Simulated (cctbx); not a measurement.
# What resolution and counting buy: RbLaTl2Cl6

Space group Fm-3m (no. 225), a = 11.3970 Å, b = 11.3970 Å, c = 11.3970 Å, α = 90.00°, β = 90.00°, γ = 90.00°.

| atom | mult. | x | y | z | Ueq (Å²) |
| --- | --- | --- | --- | --- | --- |
| Tl1 | 8 | 1/4 | 3/4 | 3/4 | 0.0089 |
| La1 | 4 | 0 | 0 | 0 | 0.0119 |
| Rb1 | 4 | 1/2 | 0 | 0 | 0.0130 |
| Cl1 | 24 | 0 | 0 | 0.7602 | 0.0120 |

The model was made for the exercise: a known structure type with other elements put in, its volume estimated, not relaxed; displacement parameters are assumed.

Five simulated data sets (cctbx; Mo Kα, λ = 0.71073 Å; 3 % proportional error) differ in resolution or exposure (noise floor 2 counts in the first three, 8 in the last two). Each is refined with the right model, isotropic at 1.1 Å and anisotropic otherwise. How do the figures of merit and the uncertainties move?

```csv
d min (Å),top counts,"⟨I/σ⟩ (unmerged, absences included)",unique,param. (scale apart),Rint,R1,GooF,largest s.u. xyz (fractional),s.u. U of Cl1 (Å²),largest error (Å)
1.1,70000,4.9,50,5,0.022,0.0068,1.67,0.00010,0.0007,0.0007
0.84,70000,4.8,96,6,0.025,0.0049,1.07,0.00004,0.0002,0.0003
0.6,70000,4.3,227,6,0.027,0.0041,0.89,0.00002,0.0001,0.0000
0.75,300,0.4,127,6,0.325,0.0471,1.03,0.00331,0.0023,0.0989
0.75,3000,1.5,127,6,0.065,0.0185,1.03,0.00046,0.0005,0.0099
```

GooF reaches 1.67 where the model lacks something that the data hold (anisotropy at the isotropic level, for one). The s.u. of U for Cl1 goes 0.0007, 0.0002, 0.0001 Å² with resolution and 0.0023, 0.0005 Å² with exposure.

The 1.1 Å row also differs in its displacement model, so it isn't a clean test of resolution.

Hardware for the 0.6 Å refinement: 0.5 s on 1 thread of Arm Neoverse V2, on a shared host, peak memory 0.1 GiB.

[Logs are printed without paths, hosts, clocks, repeated set-up lines and the standing remarks that a program may print on its own settings, such as how far it seeks lower states.]
